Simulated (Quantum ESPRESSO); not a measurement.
# E(M) of Ni3Pt

How stiff is the total moment of Ni3Pt, and does E(M) have further minima?

Calculated with Quantum ESPRESSO 7.5; PBEsol; plane waves with GBRV 1.5 PBEsol potentials, no spin-orbit coupling.

## 1. The starting structure

Symmetry: Pm-3m, No. 221, cubic system. Conventional cell: a = 3.625 Å, b = 3.625 Å, c = 3.625 Å, α = 90.00°, β = 90.00°, γ = 90.00°. Ni has 8 Ni at 2.56 Å and 4 Pt at 2.56 Å nearest. Nearest to Pt lie 12 Ni at 2.56 Å. Farther neighbours are not listed.

As a file:

```cif
data_structure
_symmetry_space_group_name_H-M 'Pm-3m'
_symmetry_Int_Tables_number 221
_cell_length_a 3.6246
_cell_length_b 3.6246
_cell_length_c 3.6246
_cell_angle_alpha 90.000
_cell_angle_beta 90.000
_cell_angle_gamma 90.000
_cell_volume 47.62
loop_
_atom_site_label
_atom_site_type_symbol
_atom_site_symmetry_multiplicity
_atom_site_Wyckoff_symbol
_atom_site_fract_x
_atom_site_fract_y
_atom_site_fract_z
_atom_site_occupancy
Ni1 Ni 3 c 0.50000 0.00000 0.50000 1
Pt1 Pt 1 a 0.00000 0.00000 0.00000 1
```

The cell comes from Materials Project 2023-11-01, a database of computed structures, and need not be the stable phase.

## 2. No moment imposed

pw.in reads:

```
&CONTROL
  calculation = 'scf'
  prefix = 'pwscf'
  outdir = './tmp'
  pseudo_dir = './pseudo'
  disk_io = 'nowf'
/
&SYSTEM
  ibrav = 0
  nat = 4
  ntyp = 2
  ecutwfc = 40
  ecutrho = 280
  nbnd = 46
  occupations = 'smearing'
  smearing = 'fd'
  degauss = 0.00999582
  nspin = 2
  starting_magnetization(1) = 0.0556
  starting_magnetization(2) = 0
/
&ELECTRONS
  conv_thr = 8d-09
  electron_maxstep = 150
  mixing_beta = 0.3
/
ATOMIC_SPECIES
Ni     58.6934 ni_pbesol_v1.4.uspp.F.UPF
Pt    195.0840 pt_pbesol_v1.4.uspp.F.UPF
CELL_PARAMETERS bohr
   6.8494385535    0.0000000000    0.0000000000
   0.0000000000    6.8494385535    0.0000000000
   0.0000000000    0.0000000000    6.8494385535
ATOMIC_POSITIONS crystal
Ni      0.5000000000    0.0000000000    0.5000000000
Ni      0.0000000000    0.5000000000    0.5000000000
Ni      0.5000000000    0.5000000000    0.0000000000
Pt      0.0000000000    0.0000000000    0.0000000000
K_POINTS automatic
8 8 8 0 0 0
```

Command:

```bash
> OMP_NUM_THREADS=1 mpirun -n 2 pw.x -nk 2 -in pw.in > pw.out
```

Output:

```text
Program PWSCF v.7.5 starts

     Message from routine setup:
     using ibrav=0 with symmetry is DISCOURAGED, use correct ibrav instead

     K-points division:     npool     =       2
     Subspace diagonalization in iterative solution of the eigenvalue problem:

     G-vector sticks info
     --------------------
     sticks:   dense  smooth     PW     G-vecs:    dense   smooth      PW
     Sum        1041     593    185                25413    11067    1935

     Using Slab Decomposition

     bravais-lattice index     =            0
     lattice parameter (alat)  =       6.8494  a.u.
     unit-cell volume          =     321.3401 (a.u.)^3
     number of atoms/cell      =            4
     number of atomic types    =            2
     number of electrons       =        70.00
     number of Kohn-Sham states=           46
     kinetic-energy cutoff     =      40.0000  Ry
     charge density cutoff     =     280.0000  Ry
     scf convergence threshold =      8.0E-09
     mixing beta               =       0.3000
     number of iterations used =            8  plain     mixing
     Exchange-correlation= SLA  PW   PSX  PSC
                           (   1   4  10   8   0   0   0)

     celldm(1)=   6.849439  celldm(2)=   0.000000  celldm(3)=   0.000000
     celldm(4)=   0.000000  celldm(5)=   0.000000  celldm(6)=   0.000000

     crystal axes: (cart. coord. in units of alat)
               a(1) = (   1.000000   0.000000   0.000000 )
               a(2) = (   0.000000   1.000000   0.000000 )
               a(3) = (   0.000000   0.000000   1.000000 )

     reciprocal axes: (cart. coord. in units 2 pi/alat)
               b(1) = (  1.000000  0.000000  0.000000 )
               b(2) = (  0.000000  1.000000  0.000000 )
               b(3) = (  0.000000  0.000000  1.000000 )

     PseudoPot. # 1 for Ni read from file:
     ni_pbesol_v1.4.uspp.F.UPF
     Pseudo is Ultrasoft + core correction, Zval = 18.0
     Generated by new atomic code, or converted to UPF format
     Using radial grid of  865 points,  6 beta functions with:
                l(1) =   0
                l(2) =   0
                l(3) =   1
                l(4) =   1
                l(5) =   2
                l(6) =   2
     Q(r) pseudized with 10 coefficients,  rinner =    0.980   0.980   0.980
                                                       0.980   0.980

     PseudoPot. # 2 for Pt read from file:
     pt_pbesol_v1.4.uspp.F.UPF
     Pseudo is Ultrasoft + core correction, Zval = 16.0
     Generated by new atomic code, or converted to UPF format
     Using radial grid of  985 points,  6 beta functions with:
                l(1) =   0
                l(2) =   0
                l(3) =   1
                l(4) =   1
                l(5) =   2
                l(6) =   2
     Q(r) pseudized with  8 coefficients,  rinner =    1.300   1.300   1.300
                                                       1.300   1.300

     atomic species   valence    mass     pseudopotential
     Ni               18.00    58.69340     Ni( 1.00)
     Pt               16.00   195.08400     Pt( 1.00)

     Starting magnetic structure
     atomic species   magnetization
     Ni              0.056
     Pt              0.000

     48 Sym. Ops., with inversion, found

   Cartesian axes

     site n.     atom                  positions (alat units)
         1        Ni     tau(   1) = (   0.5000000   0.0000000   0.5000000  )
         2        Ni     tau(   2) = (   0.0000000   0.5000000   0.5000000  )
         3        Ni     tau(   3) = (   0.5000000   0.5000000   0.0000000  )
         4        Pt     tau(   4) = (   0.0000000   0.0000000   0.0000000  )

     number of k points=    35  Fermi-Dirac smearing, width (Ry)=  0.0100
                       cart. coord. in units 2pi/alat
        k(    1) = (   0.0000000   0.0000000   0.0000000), wk =   0.0019531
        k(    2) = (   0.0000000   0.0000000   0.1250000), wk =   0.0117188
        k(    3) = (   0.0000000   0.0000000   0.2500000), wk =   0.0117188
        k(    4) = (   0.0000000   0.0000000   0.3750000), wk =   0.0117188
        k(    5) = (   0.0000000   0.0000000  -0.5000000), wk =   0.0058594
        [... 30 further k-points ...]

     Dense  grid:    25413 G-vectors     FFT dimensions: (  40,  40,  40)

     Smooth grid:    11067 G-vectors     FFT dimensions: (  27,  27,  27)

     Check: negative core charge=   -0.000013
     Generating pointlists ...
     new r_m :   0.2917 (alat units)  1.9979 (a.u.) for type    1
     new r_m :   0.2917 (alat units)  1.9979 (a.u.) for type    2

     Initial potential from superposition of free atoms

     starting charge      63.5000, renormalised to      70.0000

     negative rho (up, down):  9.905E-02 9.905E-02
     Starting wfcs are   51 randomized atomic wfcs

     Self-consistent Calculation

     iteration #  1     ecut=    40.00 Ry     beta= 0.30
     Davidson diagonalization with overlap
     ethr =  1.00E-02,  avg # of iterations =  3.7

     negative rho (up, down):  9.298E-02 9.277E-02

     total energy              =   -1219.16502534 Ry
     estimated scf accuracy    <      85.87507137 Ry

     total magnetization       =     1.02 Bohr mag/cell
     absolute magnetization    =     1.07 Bohr mag/cell

     iteration #  2     ecut=    40.00 Ry     beta= 0.30
     Davidson diagonalization with overlap
     ethr =  1.00E-02,  avg # of iterations =  3.1

     negative rho (up, down):  8.751E-02 8.735E-02

     total energy              =   -1234.78277319 Ry
     estimated scf accuracy    <      40.88285346 Ry

     total magnetization       =     0.11 Bohr mag/cell
     absolute magnetization    =     0.17 Bohr mag/cell

     iteration #  3     ecut=    40.00 Ry     beta= 0.30
     Davidson diagonalization with overlap
     ethr =  1.00E-02,  avg # of iterations =  2.1

     negative rho (up, down):  8.694E-02 8.654E-02

     total energy              =   -1239.71171162 Ry
     estimated scf accuracy    <       0.92757760 Ry

     total magnetization       =     2.43 Bohr mag/cell
     absolute magnetization    =     2.56 Bohr mag/cell

     [... further iterations left out ...]

     iteration # 12     ecut=    40.00 Ry     beta= 0.30
     Davidson diagonalization with overlap
     ethr =  1.56E-07,  avg # of iterations =  1.5

     negative rho (up, down):  8.526E-02 8.283E-02

     total energy              =   -1239.84131533 Ry
     estimated scf accuracy    <       0.00000393 Ry

     total magnetization       =     2.20 Bohr mag/cell
     absolute magnetization    =     2.44 Bohr mag/cell

     iteration # 13     ecut=    40.00 Ry     beta= 0.30
     Davidson diagonalization with overlap
     ethr =  5.62E-09,  avg # of iterations =  1.5

     negative rho (up, down):  8.526E-02 8.283E-02

     total energy              =   -1239.84131598 Ry
     estimated scf accuracy    <       0.00000014 Ry

     total magnetization       =     2.20 Bohr mag/cell
     absolute magnetization    =     2.44 Bohr mag/cell

     iteration # 14     ecut=    40.00 Ry     beta= 0.30
     Davidson diagonalization with overlap
     ethr =  1.96E-10,  avg # of iterations =  2.7

     negative rho (up, down):  8.526E-02 8.283E-02

     total energy              =   -1239.84131605 Ry
     estimated scf accuracy    <       0.00000001 Ry

     total magnetization       =     2.20 Bohr mag/cell
     absolute magnetization    =     2.44 Bohr mag/cell

     iteration # 15     ecut=    40.00 Ry     beta= 0.30
     Davidson diagonalization with overlap
     ethr =  1.46E-11,  avg # of iterations =  1.9

     negative rho (up, down):  8.527E-02 8.283E-02

     Magnetic moment per site  (integrated on atomic sphere of radius R)
     atom   1 (R=0.292)  charge= 16.8512  magn=  0.6710
     atom   2 (R=0.292)  charge= 16.8512  magn=  0.6710
     atom   3 (R=0.292)  charge= 16.8512  magn=  0.6710
     atom   4 (R=0.292)  charge= 13.4013  magn=  0.2882

     End of self-consistent calculation

     [... lines left out ...]
     the Fermi energy is    19.2493 ev

!    total energy              =   -1239.84131607 Ry
     estimated scf accuracy    <          3.3E-09 Ry
     smearing contrib. (-TS)   =      -0.02789587 Ry
     internal energy E=F+TS    =   -1239.81342021 Ry

     The total energy is F=E-TS. E is the sum of the following terms:
     one-electron contribution =    -613.10239759 Ry
     hartree contribution      =     356.53367353 Ry
     xc contribution           =    -162.26932353 Ry
     ewald contribution        =    -820.97537261 Ry

     total magnetization       =     2.20 Bohr mag/cell
     absolute magnetization    =     2.44 Bohr mag/cell

     convergence has been achieved in  15 iterations

=------------------------------------------------------------------------------=
   JOB DONE.
=------------------------------------------------------------------------------=
```

It took 93 s on 2 MPI ranks of Arm Neoverse N1, shared host; peak memory 0.27 GiB.

Spin moment in the atom's sphere by atom:

```
atom  spin moment in the atom's sphere (μB)
 Ni1                                  0.671
 Ni2                                  0.671
 Ni3                                  0.671
 Pt4                                  0.288
```

This step gave:

```
smearing term TS       : 0.3795 eV
magnetization          : 2.203 μB
absolute magnetization : 2.444 μB
final state            : ferromagnetic
```

## 3. Moment fixed at 0 μB

The two spin channels are filled to separate Fermi energies, so that the total moment meets the target. Half of the up one less the down one is the slope dE/dM.

Changes to pw.in since step 2:

```diff
@@ -13,3 +13,3 @@
   ecutrho = 280
-  nbnd = 46
+  nbnd = 47
   occupations = 'smearing'
@@ -18,4 +18,5 @@
   nspin = 2
-  starting_magnetization(1) = 0.0556
+  starting_magnetization(1) = 0.0028
   starting_magnetization(2) = 0
+  tot_magnetization = 0
 /
```

Output:

```text
     [... lines left out ...]
Program PWSCF v.7.5 starts
     [... lines left out ...]
     number of atoms/cell      =            4
     [... lines left out ...]
     number of electrons       =        70.00 (up:  35.00, down:  35.00)
     number of Kohn-Sham states=           47
     kinetic-energy cutoff     =      40.0000  Ry
     charge density cutoff     =     280.0000  Ry
     scf convergence threshold =      8.0E-09
     [... lines left out ...]
     48 Sym. Ops., with inversion, found
     [... lines left out ...]
     number of k points=    35  Fermi-Dirac smearing, width (Ry)=  0.0100
     [... lines left out ...]
     iteration # 14     ecut=    40.00 Ry     beta= 0.30
     [... lines left out ...]
     Magnetic moment per site  (integrated on atomic sphere of radius R)
     atom   1 (R=0.292)  charge= 16.8580  magn=  0.0000
     atom   2 (R=0.292)  charge= 16.8580  magn=  0.0000
     atom   3 (R=0.292)  charge= 16.8580  magn=  0.0000
     atom   4 (R=0.292)  charge= 13.3900  magn= -0.0000
     [... lines left out ...]
     the spin up/dw Fermi energies are    19.1629   19.1629 ev
!    total energy              =   -1239.83716727 Ry
     estimated scf accuracy    <          3.1E-09 Ry
     smearing contrib. (-TS)   =      -0.03626226 Ry
     [... lines left out ...]
     total magnetization       =    -0.00 Bohr mag/cell
     absolute magnetization    =     0.00 Bohr mag/cell
     convergence has been achieved in  14 iterations
```

Elapsed: 88 s, on 2 MPI ranks; peak memory 0.27 GiB; 2.9 min of CPU time.

Numbers from this step:

* magnetization: 0 μB
* absolute magnetization: 0 μB
* half the difference of the two Fermi energies: 0 meV
* largest moment: 0 μB

## 4. Moment fixed at 0.5 μB

Changes to pw.in since step 3:

```diff
@@ -18,5 +18,5 @@
   nspin = 2
-  starting_magnetization(1) = 0.0028
+  starting_magnetization(1) = 0.0093
   starting_magnetization(2) = 0
-  tot_magnetization = 0
+  tot_magnetization = 0.5
 /
```

Output:

```text
     [... lines left out ...]
Program PWSCF v.7.5 starts
     [... lines left out ...]
     number of atoms/cell      =            4
     [... lines left out ...]
     number of electrons       =        70.00 (up:  35.25, down:  34.75)
     number of Kohn-Sham states=           47
     kinetic-energy cutoff     =      40.0000  Ry
     charge density cutoff     =     280.0000  Ry
     scf convergence threshold =      8.0E-09
     [... lines left out ...]
     48 Sym. Ops., with inversion, found
     [... lines left out ...]
     number of k points=    35  Fermi-Dirac smearing, width (Ry)=  0.0100
     [... lines left out ...]
     iteration # 13     ecut=    40.00 Ry     beta= 0.30
     [... lines left out ...]
     Magnetic moment per site  (integrated on atomic sphere of radius R)
     atom   1 (R=0.292)  charge= 16.8576  magn=  0.1580
     atom   2 (R=0.292)  charge= 16.8576  magn=  0.1580
     atom   3 (R=0.292)  charge= 16.8576  magn=  0.1580
     atom   4 (R=0.292)  charge= 13.3907  magn=  0.0539
     [... lines left out ...]
     the spin up/dw Fermi energies are    19.1451   19.1865 ev
!    total energy              =   -1239.83755529 Ry
     estimated scf accuracy    <          2.1E-09 Ry
     smearing contrib. (-TS)   =      -0.03574989 Ry
     [... lines left out ...]
     total magnetization       =     0.50 Bohr mag/cell
     absolute magnetization    =     0.57 Bohr mag/cell
     convergence has been achieved in  13 iterations
```

Wall time 84 s (2 MPI ranks); peak memory 0.27 GiB; 2.8 min of CPU time.

Spin moment in the atom's sphere by atom:

| atom | spin moment in the atom's sphere (μB) |
| --- | --- |
| Ni1 | 0.158 |
| Ni2 | 0.158 |
| Ni3 | 0.158 |
| Pt4 | 0.054 |

This step gave:

- magnetization: 0.5 μB
- absolute magnetization: 0.567 μB
- half the difference of the two Fermi energies: -20.7 meV

## 5. Moment fixed at 1.001 μB

Changes to pw.in since step 4:

```diff
@@ -13,3 +13,3 @@
   ecutrho = 280
-  nbnd = 47
+  nbnd = 48
   occupations = 'smearing'
@@ -18,5 +18,5 @@
   nspin = 2
-  starting_magnetization(1) = 0.0093
+  starting_magnetization(1) = 0.0185
   starting_magnetization(2) = 0
-  tot_magnetization = 0.5
+  tot_magnetization = 1.001
 /
```

Output:

```text
     [... lines left out ...]
Program PWSCF v.7.5 starts
     [... lines left out ...]
     number of atoms/cell      =            4
     [... lines left out ...]
     number of electrons       =        70.00 (up:  35.50, down:  34.50)
     number of Kohn-Sham states=           48
     kinetic-energy cutoff     =      40.0000  Ry
     charge density cutoff     =     280.0000  Ry
     scf convergence threshold =      8.0E-09
     [... lines left out ...]
     48 Sym. Ops., with inversion, found
     [... lines left out ...]
     number of k points=    35  Fermi-Dirac smearing, width (Ry)=  0.0100
     [... lines left out ...]
     iteration # 14     ecut=    40.00 Ry     beta= 0.30
     [... lines left out ...]
     Magnetic moment per site  (integrated on atomic sphere of radius R)
     atom   1 (R=0.292)  charge= 16.8567  magn=  0.3144
     atom   2 (R=0.292)  charge= 16.8567  magn=  0.3144
     atom   3 (R=0.292)  charge= 16.8567  magn=  0.3144
     atom   4 (R=0.292)  charge= 13.3927  magn=  0.1125
     [... lines left out ...]
     the spin up/dw Fermi energies are    19.1393   19.2110 ev
!    total energy              =   -1239.83862204 Ry
     estimated scf accuracy    <          3.7E-10 Ry
     smearing contrib. (-TS)   =      -0.03424820 Ry
     [... lines left out ...]
     total magnetization       =     1.00 Bohr mag/cell
     absolute magnetization    =     1.13 Bohr mag/cell
     convergence has been achieved in  14 iterations
```

Elapsed: 91 s, on 2 MPI ranks; peak memory 0.27 GiB; 3 min of CPU time.

Numbers from this step:

| Item | Value |
| --- | --- |
| magnetization | 1.001 μB |
| absolute magnetization | 1.132 μB |
| half the difference of the two Fermi energies | -35.8 meV |
| largest moment | 0.3144 μB |

## 6. The curve

The runs not shown differ in the target, the start and the number of states alone. The point at 2.20 μB is the free run, entered with slope zero.

Energy over the lowest against total spin moment:

```
total spin moment (μB a cell)  energy over the lowest (meV a cell)
                         0.00                                 56.4
                         0.50                                 51.2
                         1.00                                 36.7
                         1.50                                 17.4
                         2.00                                 1.95
                         2.20                                    0
                         2.50                                 5.63
                         3.00                                 52.0
                         3.50                                  179
                         4.00                                  438
```

Table of dE/dM by total spin moment:

| total spin moment (μB a cell) | dE/dM (meV/μB) |
| --- | --- |
| 0.00 | -0.00126 |
| 0.50 | -20.7 |
| 1.00 | -35.8 |
| 1.50 | -38.5 |
| 2.00 | -18.2 |
| 2.20 | 0 |
| 2.50 | 40.6 |
| 3.00 | 157 |
| 3.50 | 369 |
| 4.00 | 669 |

Largest site moment against total spin moment:

| total spin moment (μB a cell) | largest site moment (μB) |
| --- | --- |
| 0.00 | 2.3e-6 |
| 0.50 | 0.158 |
| 1.00 | 0.314 |
| 1.50 | 0.466 |
| 2.00 | 0.613 |
| 2.20 | 0.671 |
| 2.50 | 0.755 |
| 3.00 | 0.892 |
| 3.50 | 1.02 |
| 4.00 | 1.13 |

## 7. Outcome

```json
{
  "moment of the free run": "2.20 μB a cell",
  "energy at zero total moment": "56.4 meV a cell over the lowest",
  "ΔE/ΔM² from the lowest point to 2.50 and to 2.00 μB": "63 and 48 meV/μB²"
}
```

In words: At zero total moment the site moments vanish, so the 56 meV a cell is the energy of forming them. The points show one minimum alone. All runs start parallel; opposed orders may lie lower. Energies are free energies at an electronic temperature of 1580 K, which lowers moments and differences where the moments are itinerant.

[Logs and program files are shortened in this print: banners, set-up blocks, solver, clock and traceback lines can be left out without a mark of their own.]

[Logs are printed without paths, hosts, clocks, repeated set-up lines and the standing remarks that a program may print on its own settings, such as how far it seeks lower states.]

[Hosts, paths, dates, database ids (printed as entryN), source tags and the programs' standing remarks are cut or masked in the printed files.]

[Where a cell is said to come from a database of computed structures, the database is the Materials Project.]
